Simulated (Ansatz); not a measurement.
# Li on Ti(0001): change of the work function, part 3 of 3

How does Li on the fcc site change the work function of Ti(0001) as the layer fills?

Ansatz 0.2.0; plane-wave DFT, PBE, Ansatz PAW.

So far, work function, upper face (eV): step 2 (the clean slab) 4.37; step 3 (17 atoms, coverage 0.25 ML, cell 2x2) 2.53.

## 4. The covered slab, k-mesh 12×12×1, coverage 1 ML

System of this step: Li/Ti(0001). The cell holds 5 atoms: 4 Ti and 1 Li. Cell: a = 2.950 Å, b = 2.950 Å, c = 27.350 Å, α = 90.0°, β = 90.0°, γ = 60.0°. Vacuum lies along c.

Another coverage, to see how the dipoles act on each other as their distance changes.

input.yaml reads:

```yaml
crystal:
  lattice:
    - [2.95, 0.0, 0.0]
    - [1.475, 2.5547749412, 0.0]
    - [0.0, 0.0, 27.3500017231]
  atoms:
    - { symbol: Ti, position: [0.6666666667, 0.6666666667, 0.3290676209] }
    - { symbol: Ti, position: [0.0, 0.0, 0.4147092974] }
    - { symbol: Ti, position: [0.6666666667, 0.6666666667, 0.502837402] }
    - { symbol: Ti, position: [0.0, 0.0, 0.5821308108] }
    - { symbol: Li, position: [0.3333333333, 0.3333333333, 0.6709323791] }
kpoints:
  mp_grid: { grid: [12, 12, 1] }
hamiltonian:
  xc: pbe
scf:
  occupations: { method: fermi_dirac, width: 0.1 }
  convergence: { dr2_threshold: 1.0e-08 }
efield:
  axis: 3
  dipole_correction: true
  ramp_position: 0.97
  ramp_width: 0.06
relax:
  f_tol: 0.02
  max_steps: 60
  constraints: [{ sites: [0, 1] }]
output:
  write_potential: true
  write_density: true
  volumetric_format: npy
```

Launch:

```bash
> ansatz run input.yaml --threads 4 --pin off --max-ram 6144MiB --backend cpu --events-out ev --progress --plain --runs-dir out
```

Numbers of over 12 decimals in the logs are rounded to 6 here.

The program printed:

```text
[...]
Crystal: 5 atoms, lattice volume = 206.126 Å³
Basis set: ecut = 420 eV, 3943 PW (Γ), exchange–correlation on 40×40×384 points (8 copies of the dense FFT grid, shifted against one another)
Bands: 31, of which v1, the nominal top of the filled ones, is band 26 counted from 1 (25 counted from 0)
Symmetry: 6 space group operations
[...]
k-points: 19 of 144 (time reversal used)
[...]
SCF iter   1: F=—  HF=-10201.947539 eV  |F-HF|=—  |Δ(HF+E_count)|=         —  Δρ=6.77e-3  dr2=1.69e0  ethr=1.77e-3  p=0.051 e·Å  D=4.51e-2 V/Å  ΔV_dip=-1.23 eV  dr2_dipole=8.21e-1  V_vac-E_F(+/−)=2.88/4.11 eV  ⟨swp⟩=9.4  Hψ=2926  notcnv=0
[...]
SCF iter  10: F=-10201.930954 eV  HF=-10201.930954 eV  |F-HF|=1.96e-10  |Δ(HF+E_count)|=   9.43e-9  Δρ=6.93e-7  dr2=2.12e-9  ethr=1.96e-11  p=0.049 e·Å  D=4.27e-2 V/Å  ΔV_dip=-1.17 eV  dr2_dipole=3.62e-10  V_vac-E_F(+/−)=3.25/4.42 eV  ⟨swp⟩=9.5  Hψ=3961  notcnv=0
SCF 1 converged in 10 iterations: F = -10201.930954 eV  dr2 = 2.12e-9
[...]
relax step   1: F+E_penalty+E_count = -10201.93095428 eV  Δ(F+E_penalty+E_count) = +0.000e0 eV  max|allowed force component| = 3.433e-1 eV/Å  Δτ_max = 0.0000 Å  (10 SCF iters, accepted)
[...]
SCF iter   1: F=—  HF=-10201.969201 eV  |F-HF|=—  |Δ(HF+E_count)|=         —  Δρ=7.10e-3  dr2=1.69e0  ethr=3.10e-3  p=0.049 e·Å  D=4.27e-2 V/Å  ΔV_dip=-1.17 eV  dr2_dipole=3.99e-1  V_vac-E_F(+/−)=3.24/4.41 eV  ⟨swp⟩=3.3  Hψ=1242  notcnv=0
[...]
SCF iter   9: F=-10201.940212 eV  HF=-10201.940212 eV  |F-HF|=6.95e-10  |Δ(HF+E_count)|=   8.89e-9  Δρ=7.35e-7  dr2=3.99e-9  ethr=1.96e-11  p=0.048 e·Å  D=4.22e-2 V/Å  ΔV_dip=-1.15 eV  dr2_dipole=3.99e-10  V_vac-E_F(+/−)=3.26/4.41 eV  ⟨swp⟩=9.8  Hψ=4056  notcnv=0
SCF 2 converged in 9 iterations: F = -10201.940212 eV  dr2 = 3.99e-9
relax step   2: F+E_penalty+E_count = -10201.94021195 eV  Δ(F+E_penalty+E_count) = -9.258e-3 eV  max|allowed force component| = 9.777e-2 eV/Å  Δτ_max = 0.0561 Å  (9 SCF iters, accepted)
[...]
SCF iter   8: F=-10201.941190 eV  HF=-10201.941190 eV  |F-HF|=1.51e-10  |Δ(HF+E_count)|=   2.01e-8  Δρ=1.31e-6  dr2=9.48e-9  ethr=1.96e-11  p=0.049 e·Å  D=4.30e-2 V/Å  ΔV_dip=-1.18 eV  dr2_dipole=3.07e-11  V_vac-E_F(+/−)=3.24/4.41 eV  ⟨swp⟩=10.3  Hψ=4136  notcnv=0
SCF 3 converged in 8 iterations: F = -10201.941190 eV  dr2 = 9.48e-9
relax step   3: F+E_penalty+E_count = -10201.94118983 eV  Δ(F+E_penalty+E_count) = -9.779e-4 eV  max|allowed force component| = 1.114e-2 eV/Å  Δτ_max = 0.0193 Å  (8 SCF iters, accepted)
[...]
SCF converged after 8 iterations
Free energy (F): -10201.941190 eV
[...]
Internal energy: -10201.686554 eV  (E = F + TS)
E sigma→0 (E₀):  -10201.813872 eV
Entropy (-TS):   -0.254636 eV (-50.927 meV/atom)
Fermi energy:    2.547908 eV
Dipole field:    D = 0.042958 V/Å  (p = 0.048935 e·Å, saw-weighted, corrected)
Work function:   Φ+ = 3.2381 eV   Φ− = 4.4130 eV
[...]
--- Forces (eV/Å), atoms counted from 1 ---
  atom   1  Ti     0.00000000     0.00000000     0.56478933
  atom   2  Ti     0.00000000    -0.00000000    -0.56297616
  atom   3  Ti     0.00000000     0.00000000     0.00137035
  atom   4  Ti    -0.00000000    -0.00000000    -0.01114481
  atom   5  Li    -0.00000000    -0.00000000     0.00796858
  max |Σ_I F_I| component: 7.30e-6 eV/Å
--- Band table (eV; the first three rows and the last of 19) ---
  k-point 0: bands = [... 22 lower, 2.4011, 2.5275, 2.9610, 3.0319, 3.2600, 3.2600, 3.2859, 3.2859, ... 1 higher]
  k-point 1: bands = [... 22 lower, 2.3732, 2.5313, 2.8041, 2.9002, 3.1131, 3.1510, 3.3600, 3.3628, ... 1 higher]
  k-point 2: bands = [... 22 lower, 2.1169, 2.3273, 2.5714, 2.7264, 2.8535, 2.9524, 3.2793, 3.4747, ... 1 higher]
  k-point 18: bands = [... 22 lower, 1.7300, 1.8673, 2.4073, 2.4528, 2.4846, 2.6495, 2.6536, 2.8314, ... 1 higher]
--- Relaxed structure (3 steps of the walk, 3 accepted, 0 SCFs on fresh bases) ---
  F+E_penalty+E_count = -10201.94118983 eV   max|allowed force component| = 1.114e-2 eV/Å
  atoms:
    - { symbol: Ti, position: [0.666667, 0.666667, 0.3290676209] }
[...]
- { symbol: Ti, position: [0.666667, 0.666667, 0.501490] }
[...]
- { symbol: Li, position: [0.333333, 0.333333, 0.672020] }
```

Run time: 9.2 s. Hardware: 4 threads of Arm Neoverse V1, shared host; peak memory 0.51 GiB; 35 s of CPU time.

Step by step:

```csv
step,energy less that of the first step (eV),largest force component (eV/Å)
1,0.0000,0.3433
2,-0.0093,0.0978
3,-0.0102,0.0111
```

The run keeps the 6 symmetry operations that it works with, so distortions that break them were not tested.

The atoms that moved most (Å):

```csv
atom,dx,dy,dz,length
Ti3,0.000,0.000,-0.037,0.037
Ti4,0.000,0.000,0.032,0.032
Li5,0.000,0.000,0.030,0.030
```

The relaxed structure:

```xyz
5
Lattice="2.9500 0.0000 0.0000 1.4750 2.5548 0.0000 0.0000 0.0000 27.3500" Properties=species:S:1:pos:R:3
Ti    2.9500    1.7032    9.0000
Ti    0.0000    0.0000   11.3423
Ti    2.9500    1.7032   13.7158
Ti    0.0000    0.0000   15.9537
Li    1.4750    0.8516   18.3797
```

This step gave:

| Quantity | Value |
| --- | --- |
| energy at zero smearing | -10201.8139 eV |
| work function, upper face | 3.238 eV |
| work function, lower face | 4.413 eV |
| dipole along the normal | 0.04893 e·Å |
| step between the vacuum levels | -1.175 eV |

Running mean over 2.342 Å of the planar mean; the ramp of the sawtooth is left out. The electron's electrostatic potential energy less the Fermi level by z:

```csv
z (Å),electron's electrostatic potential energy less the Fermi level (eV)
3.5,4.41
4.0,4.41
4.5,4.41
5.0,4.39
5.5,4.35
6.0,4.23
6.5,3.87
7.0,2.89
7.5,0.377
8.0,-3.13
8.5,-5.87
9.0,-6.74
9.5,-6.70
10.0,-6.59
10.5,-6.56
11.0,-6.58
11.5,-6.59
12.0,-6.52
12.5,-6.47
13.0,-6.50
13.5,-6.62
14.0,-6.83
14.5,-7.18
15.0,-7.25
15.5,-7.00
16.0,-6.63
16.5,-5.77
17.0,-4.03
17.5,-2.48
18.0,-1.55
18.5,-1.39
19.0,-1.09
19.5,0.169
20.0,1.75
20.5,2.58
21.0,2.96
21.5,3.12
22.0,3.19
22.5,3.22
23.0,3.23
23.5,3.24
24.0,3.24
```

The relaxation took 3 steps and lowered the energy by 0.010 eV; the largest force on the free atoms ends at 0.011 eV/Å.

The covered face has 3.24 eV, -1.13 eV against the clean one; the bare back face has moved by -0.01 eV, a measure of how thin the slab is.

## 5. Work function against coverage

This step: plane-wave DFT, PBE, Ansatz PAW; work function against coverage (Ansatz 0.2.0).

The runs are now put side by side.

This step gave:

| Property | Result |
| --- | --- |
| work function of the clean face | 4.373 eV |
| largest change of the work function | -1.842 eV |

The work function of the covered face by coverage:

```csv
coverage (adsorbates/nm²),work function of the covered face (eV)
0.00,4.37
3.32,2.53
13.27,3.24
```

The dipole per adsorbate comes from the change of the cell's dipole. Coverage, by row:

```csv
coverage (1/nm²),coverage (ML),work function (eV),change (eV),"dipole per adsorbate, positive end outwards (debye)",mean height of the added atoms over the highest substrate atom (Å)
3.317,0.25,2.531,-1.842,1.466,2.374
13.27,1,3.238,-1.135,0.225,2.426
```

## 6. What came out

```
work function of the clean face                        : 4.37 eV
work function at 0.25 ML                               : 2.53 eV
work function at 1 ML                                  : 3.24 eV
dipole per adsorbate at 0.25 ML, positive end outwards : 1.47 D
```

What this shows: Li lowers the work function of Ti(0001) at the lowest coverage, by 1.84 eV: the adsorbate layer has its positive end outwards. The slab has 4 layers, at the tabulated experimental lattice constant, one starting site was run, and quantum-size effects of a slab this thin can reach one or two tenths of an eV.

[Logs are printed without paths, hosts, clocks, repeated set-up lines and the standing remarks that a program may print on its own settings, such as how far it seeks lower states.]

[Hosts, paths, dates, database ids (printed as entryN), source tags and the programs' standing remarks are cut or masked in the printed files.]

[Maps of the electrostatic potential energy from Ansatz leave out the sawtooth potential of an applied field or a dipole correction, so their vacuum need not be flat; planar profiles and work functions include it.]
